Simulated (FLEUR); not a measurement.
# Cobalt: parallel and opposed starts, part 2 of 2

A self-consistent run ends on one state, which hangs on the start. Several orders of Cobalt are started in FLEUR and their energies compared.

FLEUR MaX-R8.1; PBEsol; all-electron FLAPW, Dirac cores, scalar-relativistic bands.

So far, largest spin moment in the muffin-tin sphere (μB): step 2 (start 1: ferro ++) 1.71; step 3 (antiferromagnetic, start moments [2.0, -2.0] μB) 1.03.

### 4. Run 3 (antiferro q=(0,1/2,0) +-+-)

Reversing part of the moments tests the sign of the couplings between them.

The cell is doubled to 4 atoms to hold this order. The mesh is halved along the doubled vector, so that both cells sample the same points. The k list default-1 (kpts.xml, not shown) is a Γ-centred 12×6×12 mesh.

inp.xml

```
<?xml version="1.0" encoding="UTF-8" standalone="no"?>
<fleurInput fleurInputVersion="0.39">
   <comment>
      Co
   </comment>
   <calculationSetup>
      <cutoffs Kmax="3.6" Gmax="10.8" GmaxXC="10.8" numbands="0"/>
      <scfLoop itmax="90" minDistance="0.00002" maxIterBroyd="15" imix="Anderson" alpha="0.05" precondParam="0.0" spinf="2.0" sdNocoIR="T"/>
      <coreElectrons ctail="T" frcor="F" kcrel="0" coretail_lmax="0"/>
      <xcFunctional name="PBEs" relativisticCorrections="F"/>
      <magnetism jspins="2"/>
      <soc l_soc="F" theta="0.0" phi="0.0" spav="F"/>
      <expertModes spex="0" secvar="F"/>
      <geometryOptimization l_f="F" forcealpha="1.0" forcemix="BFGS" epsdisp="0.00001" epsforce="0.00001"/>
      <ldaU l_linMix="F" mixParam="0.05" spinf="1.0"/>
   </calculationSetup>
   <cell>
      <bzIntegration valenceElectrons="68.0" mode="hist" fermiSmearingEnergy="0.00110248">
         <kPointListSelection listName="default-1"/>
         <xi:include xmlns:xi="http://www.w3.org/2001/XInclude" href="kpts.xml"> </xi:include>
      </bzIntegration>
      <xi:include xmlns:xi="http://www.w3.org/2001/XInclude" href="sym.xml"> </xi:include>
      <bulkLattice scale="1.0">
         <bravaisMatrix>
            <row-1>    4.7382992848220402     0.0000000000000000     0.0000000000000000</row-1>
            <row-2>   -4.7382992848220402     8.2069751025934714     0.0000000000000000</row-2>
            <row-3>    0.0000000000000000     0.0000000000000000     7.6909963545095392</row-3>
         </bravaisMatrix>
      </bulkLattice>
   </cell>
   <atomSpecies>
      <species name="Cobalt (Co2.000" element="Co" atomicNumber="27">
         <mtSphere radius="2.3" gridPoints="761" logIncrement="0.016"/>
         <atomicCutoffs lmax="8" lnonsphr="6"/>
         <electronConfig flipSpins="F">
            <coreConfig>(1s1/2) (2s1/2) (2p1/2) (2p3/2)</coreConfig>
            <valenceConfig>(3s1/2) (3p1/2) (3p3/2) (4s1/2) (3d3/2) (3d5/2)</valenceConfig>
            <stateOccupation state="(3d3/2)" spinUp="1.5" spinDown="1.3"/>
            <stateOccupation state="(3d5/2)" spinUp="3.0" spinDown="1.2"/>
         </electronConfig>
         <energyParameters s="4" p="4" d="3" f="4"/>
         <lo type="SCLO" l="0" n="3" eDeriv="0"/>
         <lo type="SCLO" l="1" n="3" eDeriv="0"/>
      </species>
      <species name="Cobalt (Co-2.000" element="Co" atomicNumber="27">
         <mtSphere radius="2.3" gridPoints="761" logIncrement="0.016"/>
         <atomicCutoffs lmax="8" lnonsphr="6"/>
         <electronConfig flipSpins="F">
            <coreConfig>(1s1/2) (2s1/2) (2p1/2) (2p3/2)</coreConfig>
            <valenceConfig>(3s1/2) (3p1/2) (3p3/2) (4s1/2) (3d3/2) (3d5/2)</valenceConfig>
            <stateOccupation state="(3d3/2)" spinUp="1.3" spinDown="1.5"/>
            <stateOccupation state="(3d5/2)" spinUp="1.2" spinDown="3.0"/>
         </electronConfig>
         <energyParameters s="4" p="4" d="3" f="4"/>
         <lo type="SCLO" l="0" n="3" eDeriv="0"/>
         <lo type="SCLO" l="1" n="3" eDeriv="0"/>
      </species>
   </atomSpecies>
   <atomGroups>
      <atomGroup species="Cobalt (Co2.000">
         <relPos label="                   1">1.000/3.000 1.000/12.000 1.000/4.000</relPos>
         <relPos label="                   3">-1.000/3.000 -1.000/12.000 -1.000/4.000</relPos>
         <force calculate="T" relaxXYZ="TTT"/>
      </atomGroup>
      <atomGroup species="Cobalt (Co-2.000">
         <relPos label="                   2">1.000/3.000 -5.000/12.000 1.000/4.000</relPos>
         <relPos label="                   4">-1.000/3.000 5.000/12.000 -1.000/4.000</relPos>
         <force calculate="T" relaxXYZ="TTT"/>
      </atomGroup>
   </atomGroups>
   <output dos="F" band="F" slice="F">
      <bandDOS minEnergy="-.5*Htr" maxEnergy="0.5*Htr" sigma="0.015" storeEVData="T"/>
      <plotting iplot="0" polar="F">
         <plot TwoD="T" vec1="  1.0  0.0  0.0" vec2="  0.0  1.0  0.0" vec3="  0.0  0.0  1.0" zero="  0.0  0.0  0.0" file="plot"/>
      </plotting>
      <moessbauerParams electricFieldGradient="F" isomerShift="F" coreHyperfine="F" valenceHyperfine="F"/>
   </output>
</fleurInput>
```

crystal.txt

```
Co
&input film=F cartesian=F /
2.50740000000  0.00000000000  0.00000000000
-2.50740000000  4.34294419480  0.00000000000
0.00000000000  0.00000000000  4.06990000000
1.8897261246
1.0 1.0 1.0

4
27 0.33333333340  0.33333333340  0.25000000000 : 2.000
27 0.33333333335  0.83333333335  0.25000000000 : -2.000
27 0.66666666660  0.16666666660  0.75000000000 : 2.000
27 0.66666666665  0.66666666665  0.75000000000 : -2.000

&kpt div1=12 div2=6 div3=12 gamma=T /
```

On the command line:

```bash
$ OMP_NUM_THREADS=1 inpgen -f crystal.txt > inpgen.log  # inp.xml is then edited as shown
$ OMP_NUM_THREADS=1 mpirun -n 4 fleur_MPI > fleur.log
```

The program printed:

```text
[banner, memory and clock lines left out]
Welcome to FLEUR        (www.flapw.de)
      MaX-Release 8.1          (www.max-centre.eu)

 ========== k-point set info ==========
 Selected k-point list: default-1
 k-point list type: mesh
 0 x 0 x 0
 Number of k points: 268

 [... set-up left out ...]
 Iteration:     1   Distance:      12.60574014 me/bohr^3
 Iteration:     2   Distance:      12.19677419 me/bohr^3
 Iteration:     3   Distance:      10.11724297 me/bohr^3
 Iteration:     4   Distance:       5.07000970 me/bohr^3
 Iteration:     5   Distance:       5.26555209 me/bohr^3
[...]
<sumOfEigenvalues value="    -3207.1408077824">
               <coreElectrons value="-3147.9264719707"/>
               <valenceElectrons value="-59.2143358117"/>
            </sumOfEigenvalues>
         [... left out ...]
            <freeEnergy value="-5568.9975409326"/>
            <extrapolationTo0K value="-5568.9969757635"/>
         </totalEnergy>
         <densityConvergence units="me/bohr^3">
            <chargeDensity spin="1" distance="0.0000092068"/>
            <chargeDensity spin="2" distance="0.0000050219"/>
            <overallChargeDensity distance="0.0000065612"/>
            <spinDensity distance="0.0000133012"/>
         </densityConvergence>
      </iteration>
```

It took 4 min on 4 MPI ranks of Arm Neoverse V2, shared host; peak memory 0.35 GiB.

Spin moment in the muffin-tin sphere by atom:

| atom | spin moment in the muffin-tin sphere (μB) |
| --- | --- |
| Co1 | 1.19 |
| Co2 | -1.19 |
| Co3 | 1.19 |
| Co4 | -1.19 |

This step gave:

```yaml
free_energy: -151540.1431 eV
program_s_band_gap_on_this_mesh_in_a_metal_only_a_level_spacing: 3.51e-6 eV
magnetization: 0 μB
final_state: antiferromagnetic
```

It lies 198 meV a seeded atom over the first start, and its largest moment is 1.19 μB against 1.71 μB.

### 5. Start 4: antiferro q=(0,0,1/2) +-+-

An opposed order shows whether neighbours prefer unlike signs.

This order needs a doubled cell of 4 atoms. The mesh is halved along the doubled vector, so that both cells sample the same points. The k list default-1 (kpts.xml, not shown) is a Γ-centred 12×12×6 mesh.

inp.xml, as its differences from that of step 4:

```diff
@@ -24,5 +24,5 @@
          <bravaisMatrix>
-            <row-1>    4.7382992848220402     0.0000000000000000     0.0000000000000000</row-1>
-            <row-2>   -4.7382992848220402     8.2069751025934714     0.0000000000000000</row-2>
-            <row-3>    0.0000000000000000     0.0000000000000000     7.6909963545095392</row-3>
+            <row-1>    4.7382992847653478     0.0000000000188973     0.0000000000000000</row-1>
+            <row-2>   -2.3691496423921228     4.1034875513345304     0.0000000000000000</row-2>
+            <row-3>    0.0000000000000000     0.0000000000000000    15.3819927090190784</row-3>
          </bravaisMatrix>
@@ -60,4 +60,4 @@
       <atomGroup species="Cobalt (Co2.000">
-         <relPos label="                   1">1.000/3.000 1.000/12.000 1.000/4.000</relPos>
-         <relPos label="                   3">-1.000/3.000 -1.000/12.000 -1.000/4.000</relPos>
+         <relPos label="                   1">1.000/3.000 -1.000/3.000 -1.000/8.000</relPos>
+         <relPos label="                   3">-1.000/3.000 1.000/3.000 1.000/8.000</relPos>
          <force calculate="T" relaxXYZ="TTT"/>
@@ -65,4 +65,4 @@
       <atomGroup species="Cobalt (Co-2.000">
-         <relPos label="                   2">1.000/3.000 -5.000/12.000 1.000/4.000</relPos>
-         <relPos label="                   4">-1.000/3.000 5.000/12.000 -1.000/4.000</relPos>
+         <relPos label="                   2">1.000/3.000 -1.000/3.000 3.000/8.000</relPos>
+         <relPos label="                   4">-1.000/3.000 1.000/3.000 -3.000/8.000</relPos>
          <force calculate="T" relaxXYZ="TTT"/>
```

crystal.txt

```
Co
&input film=F cartesian=F /
2.50739999997  0.00000000001  0.00000000000
-1.25369999999  2.17147209742  0.00000000000
0.00000000000  0.00000000000  8.13980000000
1.8897261246
1.0 1.0 1.0

4
27 0.33333333333  0.66666666667  0.12500000000 : 2.000
27 0.33333333333  0.66666666667  0.62500000000 : -2.000
27 0.66666666667  0.33333333333  0.37500000000 : 2.000
27 0.66666666667  0.33333333333  0.87500000000 : -2.000

&kpt div1=12 div2=12 div3=6 gamma=T /
```

The program printed:

```text
[banner, memory and clock lines left out]
Welcome to FLEUR        (www.flapw.de)
      MaX-Release 8.1          (www.max-centre.eu)

 ========== k-point set info ==========
 Selected k-point list: default-1
 k-point list type: mesh
 12 x 12 x 6
 Number of k points: 100

 [... set-up left out ...]
 Iteration:     1   Distance:      10.58686082 me/bohr^3
 Iteration:     2   Distance:       8.81601974 me/bohr^3
 Iteration:     3   Distance:       6.74264502 me/bohr^3
 Iteration:     4   Distance:       1.47764650 me/bohr^3
 Iteration:     5   Distance:       1.61678308 me/bohr^3
[...]
<sumOfEigenvalues value="    -3207.0603908108">
               <coreElectrons value="-3147.8564485767"/>
               <valenceElectrons value="-59.2039422341"/>
            </sumOfEigenvalues>
         [... left out ...]
            <freeEnergy value="-5569.0093730353"/>
            <extrapolationTo0K value="-5569.0091609848"/>
         </totalEnergy>
         <densityConvergence units="me/bohr^3">
            <chargeDensity spin="1" distance="0.0000044770"/>
            <chargeDensity spin="2" distance="0.0000037477"/>
            <overallChargeDensity distance="0.0000045192"/>
            <spinDensity distance="0.0000069104"/>
         </densityConvergence>
      </iteration>
```

It took 49 s on 4 MPI ranks; peak memory 0.25 GiB.

Read from the output:

- free energy: -151540.4651 eV
- program's band gap on this mesh (in a metal only a level spacing): 9.20e-9 eV
- magnetization: 0 μB
- final state: antiferromagnetic
- largest moment: 1.520 μB

It lies 118 meV a seeded atom over the first start, and its largest moment is 1.52 μB against 1.71 μB.

### 6. Run 5 (no spin polarisation)

A spinless run gives the zero against which the gain from the moments is read.

The k list default-1 (kpts.xml, not shown) is a Γ-centred 12×12×12 mesh.

inp.xml

```
<?xml version="1.0" encoding="UTF-8" standalone="no"?>
<fleurInput fleurInputVersion="0.39">
   <comment>
      Co
   </comment>
   <calculationSetup>
      <cutoffs Kmax="3.6" Gmax="10.8" GmaxXC="10.8" numbands="0"/>
      <scfLoop itmax="90" minDistance="0.00002" maxIterBroyd="15" imix="Anderson" alpha="0.05" precondParam="0.0" spinf="2.0" sdNocoIR="T"/>
      <coreElectrons ctail="T" frcor="F" kcrel="0" coretail_lmax="0"/>
      <xcFunctional name="PBEs" relativisticCorrections="F"/>
      <magnetism jspins="1"/>
      <soc l_soc="F" theta="0.0" phi="0.0" spav="F"/>
      <expertModes spex="0" secvar="F"/>
      <geometryOptimization l_f="F" forcealpha="1.0" forcemix="BFGS" epsdisp="0.00001" epsforce="0.00001"/>
      <ldaU l_linMix="F" mixParam="0.05" spinf="1.0"/>
   </calculationSetup>
   <cell>
      <bzIntegration valenceElectrons="34.0" mode="hist" fermiSmearingEnergy="0.00110248">
         <kPointListSelection listName="default-1"/>
         <xi:include xmlns:xi="http://www.w3.org/2001/XInclude" href="kpts.xml"> </xi:include>
      </bzIntegration>
      <xi:include xmlns:xi="http://www.w3.org/2001/XInclude" href="sym.xml"> </xi:include>
      <bulkLattice scale="1.0">
         <bravaisMatrix>
            <row-1>    4.7382992847653478     0.0000000000188973     0.0000000000000000</row-1>
            <row-2>   -2.3691496423921228     4.1034875513345304     0.0000000000000000</row-2>
            <row-3>    0.0000000000000000     0.0000000000000000     7.6909963545095392</row-3>
         </bravaisMatrix>
      </bulkLattice>
   </cell>
   <atomSpecies>
      <species name="Cobalt (Co)" element="Co" atomicNumber="27">
         <mtSphere radius="2.3" gridPoints="761" logIncrement="0.016"/>
         <atomicCutoffs lmax="8" lnonsphr="6"/>
         <electronConfig flipSpins="F">
            <coreConfig>(1s1/2) (2s1/2) (2p1/2) (2p3/2)</coreConfig>
            <valenceConfig>(3s1/2) (3p1/2) (3p3/2) (4s1/2) (3d3/2) (3d5/2)</valenceConfig>
            <stateOccupation state="(3d3/2)" spinUp="1.400000" spinDown="1.400000"/>
            <stateOccupation state="(3d5/2)" spinUp="2.100000" spinDown="2.100000"/>
         </electronConfig>
         <energyParameters s="4" p="4" d="3" f="4"/>
         <lo type="SCLO" l="0" n="3" eDeriv="0"/>
         <lo type="SCLO" l="1" n="3" eDeriv="0"/>
      </species>
   </atomSpecies>
   <atomGroups>
      <atomGroup species="Cobalt (Co)">
         <relPos label="                   1">1.000/3.000 -1.000/3.000 1.000/4.000</relPos>
         <relPos label="                   2">-1.000/3.000 1.000/3.000 -1.000/4.000</relPos>
         <force calculate="T" relaxXYZ="TTT"/>
      </atomGroup>
   </atomGroups>
   <output dos="F" band="F" slice="F">
      <bandDOS minEnergy="-.5*Htr" maxEnergy="0.5*Htr" sigma="0.015" storeEVData="T"/>
      <plotting iplot="0" polar="F">
         <plot TwoD="T" vec1="  1.0  0.0  0.0" vec2="  0.0  1.0  0.0" vec3="  0.0  0.0  1.0" zero="  0.0  0.0  0.0" file="plot"/>
      </plotting>
      <moessbauerParams electricFieldGradient="F" isomerShift="F" coreHyperfine="F" valenceHyperfine="F"/>
   </output>
</fleurInput>
```

crystal.txt

```
Co
&input film=F cartesian=F /
2.50739999997  0.00000000001  0.00000000000
-1.25369999999  2.17147209742  0.00000000000
0.00000000000  0.00000000000  4.06990000000
1.8897261246
1.0 1.0 1.0

2
27 0.33333333333  0.66666666667  0.25000000000
27 0.66666666667  0.33333333333  0.75000000000

&kpt div1=12 div2=12 div3=12 gamma=T /
```

The program printed:

```text
[banner, memory and clock lines left out]
Welcome to FLEUR        (www.flapw.de)
      MaX-Release 8.1          (www.max-centre.eu)

 ========== k-point set info ==========
 Selected k-point list: default-1
 k-point list type: mesh
 0 x 0 x 0
 Number of k points: 136

 [... set-up left out ...]
 Iteration:     1   Distance:      10.24026914 me/bohr^3
 Iteration:     2   Distance:       8.38725656 me/bohr^3
 Iteration:     3   Distance:       3.11031661 me/bohr^3
 Iteration:     4   Distance:       2.81311854 me/bohr^3
 Iteration:     5   Distance:       1.06745322 me/bohr^3
[...]
<FermiEnergy value="0.3363896824" units="Htr"/>
         [... left out ...]
         <totalEnergy value="    -2784.4953320195" units="Htr">
            <sumOfEigenvalues value="    -1603.6618818912">
               <coreElectrons value="-1574.0303390423"/>
               <valenceElectrons value="-29.6315428488"/>
            </sumOfEigenvalues>
         [... left out ...]
            <freeEnergy value="-2784.4959546809"/>
            <extrapolationTo0K value="-2784.4956433502"/>
         </totalEnergy>
         <densityConvergence units="me/bohr^3">
            <chargeDensity spin="1" distance="0.0000073244"/>
         </densityConvergence>
      </iteration>
```

Wall time 6.4 s (4 MPI ranks); peak memory 0.16 GiB.

Numbers from this step:

* free energy: -75769.9949 eV
* program's band gap on this mesh (in a metal only a level spacing): 0.003723 eV
* final state: non-magnetic (no spin polarisation)

It lies 237 meV a seeded atom over the first start.

### 7. The states side by side

Free energies are divided by the number of seeded atoms, so that cells of unlike size compare. Wavevectors q in the names are fractions of the primitive cell's reciprocal vectors.

Orders:

| start | final state | typed order kept | energy over the lowest (meV a seeded atom) | largest sphere moment (μB) | net moment (μB a primitive cell) | mesh matched | CPU time (s) |
| --- | --- | --- | --- | --- | --- | --- | --- |
| ferro ++ | ferromagnetic | yes | 0 | 1.711 | 3.307 | yes | 55.36 |
| antiferro +- | antiferromagnetic | yes | 227.2 | 1.026 | 0 | yes | 126.2 |
| antiferro q=(0,1/2,0) +-+- | antiferromagnetic | yes | 198.2 | 1.193 | 0 | yes | 950.8 |
| antiferro q=(0,0,1/2) +-+- | antiferromagnetic | yes | 117.7 | 1.52 | 0 | yes | 195.4 |
| no spin polarisation | non-magnetic | - | 236.5 | 0 | 0 | yes | 25.14 |

### 8. Summary of results

```json
{
  "lowest state found": "ferromagnetic (typed ferro ++)",
  "largest site spin moment": "1.71 μB",
  "next finished state": "antiferromagnetic, 118 meV a seeded atom higher",
  "energy gained by spin polarisation": "237 meV a seeded atom"
}
```

The lowest state found is ferromagnetic, reached from the start ferro ++, with moments up to 1.71 μB. The next finished state costs 118 meV a seeded atom. Only 5 starts were tried; other patterns of signs, canted and longer-period orders were not.

[Logs and program files are shortened in this print: banners, set-up blocks, solver, clock and traceback lines can be left out without a mark of their own.]

[Logs are printed without paths, hosts, clocks, repeated set-up lines and the standing remarks that a program may print on its own settings, such as how far it seeks lower states.]

[Hosts, paths, dates, database ids (printed as entryN), source tags and the programs' standing remarks are cut or masked in the printed files.]

[Where a cell is said to come from a database of computed structures, the database is the Materials Project.]
